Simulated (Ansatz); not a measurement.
# Sc on Cr(110): change of the work function, part 2 of 2

Aim: the work function of Cr(110) at several coverages of Sc (longbridge site), and the dipole that each adsorbate carries.

Ansatz 0.2.0; plane-wave DFT, PBE, Ansatz PAW (the session's first sound run).

So far, work function, upper face (eV): step 2 (the clean slab) 4.78; step 3 (17 atoms, coverage 0.25 ML, cell 2x2) 2.40; step 4 (18 atoms, coverage 0.5 ML, cell 2x2) 3.17.

## Step 6: Another level of theory, functional LDA

This step: plane-wave DFT, LDA, Ansatz PAW (Ansatz 0.2.0).

System of this step: Sc/Cr(110). The cell holds 17 atoms: 16 Cr and 1 Sc. Its edges and angles: a = 4.988 Å, b = 4.988 Å, c = 26.857 Å, α = 90.0°, β = 90.0°, γ = 70.5°. Vacuum lies along c.

The geometry is kept and the functional is LDA.

input.yaml

```yaml
crystal:
  lattice:
    - [4.0729350596, -2.88, 0.0]
    - [4.0729350596, 2.88, 0.0]
    - [0.0, 0.0, 26.8569066838]
  atoms:
    - { symbol: Cr, position: [0.0, 0.0, 0.3351093298] }
    - { symbol: Cr, position: [0.25, 0.25, 0.4109359152] }
    - { symbol: Cr, position: [0.0, 0.0, 0.485287271] }
    - { symbol: Cr, position: [0.2480437852, 0.2480437852, 0.5599222804] }
    - { symbol: Cr, position: [0.0, 0.5, 0.3351093298] }
    - { symbol: Cr, position: [0.25, 0.75, 0.4109359152] }
    - { symbol: Cr, position: [0.0, 0.5, 0.485350261] }
    - { symbol: Cr, position: [0.2545387658, 0.7454612342, 0.5566936739] }
    - { symbol: Cr, position: [0.5, 0.0, 0.3351093298] }
    - { symbol: Cr, position: [0.75, 0.25, 0.4109359152] }
    - { symbol: Cr, position: [0.5, 0.0, 0.485350261] }
    - { symbol: Cr, position: [0.7454612342, 0.2545387658, 0.5566936739] }
    - { symbol: Cr, position: [0.5, 0.5, 0.3351093298] }
    - { symbol: Cr, position: [0.75, 0.75, 0.4109359152] }
    - { symbol: Cr, position: [0.5, 0.5, 0.4857834097] }
    - { symbol: Cr, position: [0.7519562148, 0.7519562148, 0.5599222804] }
    - { symbol: Sc, position: [0.0, 0.0, 0.6347602924] }
kpoints:
  mp_grid: { grid: [7, 7, 1] }
hamiltonian:
  xc: lda
scf:
  occupations: { method: fermi_dirac, width: 0.1 }
  convergence: { dr2_threshold: 1.0e-08 }
efield:
  axis: 3
  dipole_correction: true
  ramp_position: 0.97
  ramp_width: 0.06
output:
  write_potential: true
  write_density: true
  volumetric_format: npy
```

The run is started by

```
$ ansatz run input.yaml --threads 4 --pin off --max-ram 6144MiB --backend cpu --events-out ev --progress --plain --runs-dir out
```

Wall time 67 s (4 threads of Arm Neoverse V2, shared host); peak memory 2.7 GiB; 4.3 min of CPU time.

This step gave:

```yaml
energy_at_zero_smearing: -55246.3850 eV
work_function_upper_face: 2.623 eV
work_function_lower_face: 5.145 eV
dipole_along_the_normal: 0.3269 e·Å
step_between_the_vacuum_levels: -2.521 eV
```

The work function comes to 2.62 eV, +0.22 eV from the first level.

## Step 7: Another level of theory, functional revpbe

This step: plane-wave DFT, revPBE, Ansatz PAW (Ansatz 0.2.0).

The geometry is kept and the functional is revPBE.

Edit input.yaml of step 6 so:

```diff
@@ -26,3 +26,3 @@
 hamiltonian:
-  xc: lda
+  xc: revpbe
 scf:
```

Elapsed: 70 s, on 4 threads; peak memory 2.8 GiB; 4.5 min of CPU time.

Numbers from this step:

| Item | Value |
| --- | --- |
| energy at zero smearing | -56225.1377 eV |
| work function, upper face | 2.280 eV |
| work function, lower face | 4.754 eV |
| dipole along the normal | 0.3207 e·Å |
| step between the vacuum levels | -2.474 eV |

The work function comes to 2.28 eV, -0.12 eV from the first level.

## Step 8: Another level of theory, functional RPBE

This step: plane-wave DFT, RPBE, Ansatz PAW (Ansatz 0.2.0).

The geometry is kept and the functional is RPBE.

Edit input.yaml of step 7 so:

```diff
@@ -26,3 +26,3 @@
 hamiltonian:
-  xc: revpbe
+  xc: rpbe
 scf:
```

It took 70 s on 4 threads; peak memory 2.8 GiB.

The work function comes to 2.27 eV, -0.13 eV from the first level.

## Step 9: Another level of theory, functional PBEsol

This step: plane-wave DFT, PBEsol, Ansatz PAW (Ansatz 0.2.0).

The geometry is kept and the functional is PBEsol.

Edit input.yaml of step 8 so:

```diff
@@ -26,3 +26,3 @@
 hamiltonian:
-  xc: rpbe
+  xc: pbesol
 scf:
```

Run time: 72 s. Hardware: 4 threads; peak memory 2.8 GiB.

The work function comes to 2.44 eV, +0.03 eV from the first level.

## Step 10: Comparing the runs

Times are for 4 threads of Arm Neoverse V2, shared host. The runs compared:

```tsv
no.	functional	work function, upper face (eV)	dipole along the normal (e·Å)	time	memory (GiB)
1	lda	2.623	0.3269	67 s	2.7
2	revpbe	2.280	0.3207	70 s	2.8
3	rpbe	2.273	0.3194	70 s	2.8
4	pbesol	2.439	0.3295	72 s	2.8
```

## Step 11: The same run with other settings

This step: plane-wave DFT, PBE, Ansatz PAW (Ansatz 0.2.0).

System of this step: Sc/Cr(110). The cell holds 18 atoms: 16 Cr and 2 Sc. Cell: a = 4.988 Å, b = 4.988 Å, c = 26.857 Å, α = 90.0°, β = 90.0°, γ = 70.5°. Vacuum lies along c.

An input spoilt on purpose, to show how the run answers: it repeats the earlier run at 0.5 ML with efield.axis from 3 to 0, and scf.max_iter set to 60.

input.yaml

```yaml
crystal:
  lattice:
    - [4.0729350596, -2.88, 0.0]
    - [4.0729350596, 2.88, 0.0]
    - [0.0, 0.0, 26.8569066838]
  atoms:
    - { symbol: Cr, position: [0.0, 0.0, 0.3351093298] }
    - { symbol: Cr, position: [0.25, 0.25, 0.4109359152] }
    - { symbol: Cr, position: [0.0, 0.0, 0.4857721129] }
    - { symbol: Cr, position: [0.25, 0.25, 0.5566341471] }
    - { symbol: Cr, position: [0.0, 0.5, 0.3351093298] }
    - { symbol: Cr, position: [0.25, 0.75, 0.4109359152] }
    - { symbol: Cr, position: [0.0, 0.5, 0.4857721129] }
    - { symbol: Cr, position: [0.25, 0.75, 0.5566341471] }
    - { symbol: Cr, position: [0.5, 0.0, 0.3351093298] }
    - { symbol: Cr, position: [0.75, 0.25, 0.4109359152] }
    - { symbol: Cr, position: [0.5, 0.0, 0.4857721129] }
    - { symbol: Cr, position: [0.75, 0.25, 0.5566341471] }
    - { symbol: Cr, position: [0.5, 0.5, 0.3351093298] }
    - { symbol: Cr, position: [0.75, 0.75, 0.4109359152] }
    - { symbol: Cr, position: [0.5, 0.5, 0.4857721129] }
    - { symbol: Cr, position: [0.75, 0.75, 0.5566341471] }
    - { symbol: Sc, position: [0.0, 0.0, 0.6648906702] }
    - { symbol: Sc, position: [0.5, 0.5, 0.6648906702] }
kpoints:
  mp_grid: { grid: [7, 7, 1] }
hamiltonian:
  xc: pbe
scf:
  occupations: { method: fermi_dirac, width: 0.1 }
  convergence: { dr2_threshold: 1.0e-08 }
  max_iter: 60
efield:
  axis: 0
  dipole_correction: true
  ramp_position: 0.97
  ramp_width: 0.06
relax:
  f_tol: 0.02
  max_steps: 60
  constraints: [{ sites: [0, 1, 4, 5, 8, 9, 12, 13] }]
output:
  bader: true
  dos: { projected: true, e_range: [-8, 4] }
  write_potential: true
  write_density: true
  volumetric_format: npy
```

Wall time 0.02 s (4 threads); peak memory 0.034 GiB; 0.02 s of CPU time.

The input was rejected at the start.

The program's message: “Error: invalid value for `efield.axis`: must be in [1, 3]; got 0”

The fault put into the input: an axis of 0, outside the range 1 to 3.

## Step 12: A changed input

System of this step: Cr(110). The cell holds 4 atoms: 4 Cr. Its edges and angles: a = 2.494 Å, b = 2.494 Å, c = 24.109 Å, α = 90.0°, β = 90.0°, γ = 70.5°. Vacuum lies along c.

An input spoilt on purpose, to show how the run answers: it repeats the earlier run at 0 ML with efield.ramp_position from 0.97 to 0.475, and scf.max_iter set to 60.

input.yaml

```yaml
crystal:
  lattice:
    - [2.0364675298, -1.44, 0.0]
    - [2.0364675298, 1.44, 0.0]
    - [0.0, 0.0, 24.1094025895]
  atoms:
    - { symbol: Cr, position: [0.0, 0.0, 0.3732983415] }
    - { symbol: Cr, position: [0.5, 0.5, 0.4577661138] }
    - { symbol: Cr, position: [0.0, 0.0, 0.5422338862] }
    - { symbol: Cr, position: [0.5, 0.5, 0.6267016585] }
kpoints:
  mp_grid: { grid: [13, 13, 1] }
hamiltonian:
  xc: pbe
scf:
  occupations: { method: fermi_dirac, width: 0.1 }
  convergence: { dr2_threshold: 1.0e-08 }
  max_iter: 60
efield:
  axis: 3
  dipole_correction: true
  ramp_position: 0.475
  ramp_width: 0.06
relax:
  f_tol: 0.02
  max_steps: 60
  constraints: [{ sites: [0, 1] }]
output:
  write_potential: true
  write_density: true
  volumetric_format: npy
```

The job ended after 0.15 s (4 threads; peak memory 0.31 GiB; 0.3 s of CPU time).

The input was rejected at the start.

The program's message: “Error: efield: ion 2 (Cr) at fractional coordinate 0.5422 along the field axis lies inside the sawtooth ramp with 2 of the planes that the density is read on at each end, [0.4627, 0.5473] — the ramp m …”

The fault put into the input: the ramp among the atoms.

## Step 13: What came out

```yaml
work_function_of_the_clean_face: 4.78 eV
work_function_at_0p25_ml: 2.40 eV
work_function_at_0p5_ml: 3.17 eV
dipole_per_adsorbate_at_0p25_ml_positive_end_outwards: 1.45 D
```

**Reading.** Sc lowers the work function of Cr(110) at the lowest coverage, by 2.37 eV: the adsorbate layer has its positive end outwards. The slab has 4 layers, at the tabulated experimental lattice constant, one starting site was run, and quantum-size effects of a slab this thin can reach one or two tenths of an eV. The main runs have no spin polarisation; a magnetic state could lie lower and would change these results.

[Long decimals in the printed logs are rounded to 6 places.]

[Logs are printed without paths, hosts, clocks, repeated set-up lines and the standing remarks that a program may print on its own settings, such as how far it seeks lower states.]

[Hosts, paths, dates, database ids (printed as entryN), source tags and the programs' standing remarks are cut or masked in the printed files.]

[Maps of the electrostatic potential energy from Ansatz leave out the sawtooth potential of an applied field or a dipole correction, so their vacuum need not be flat; planar profiles and work functions include it.]
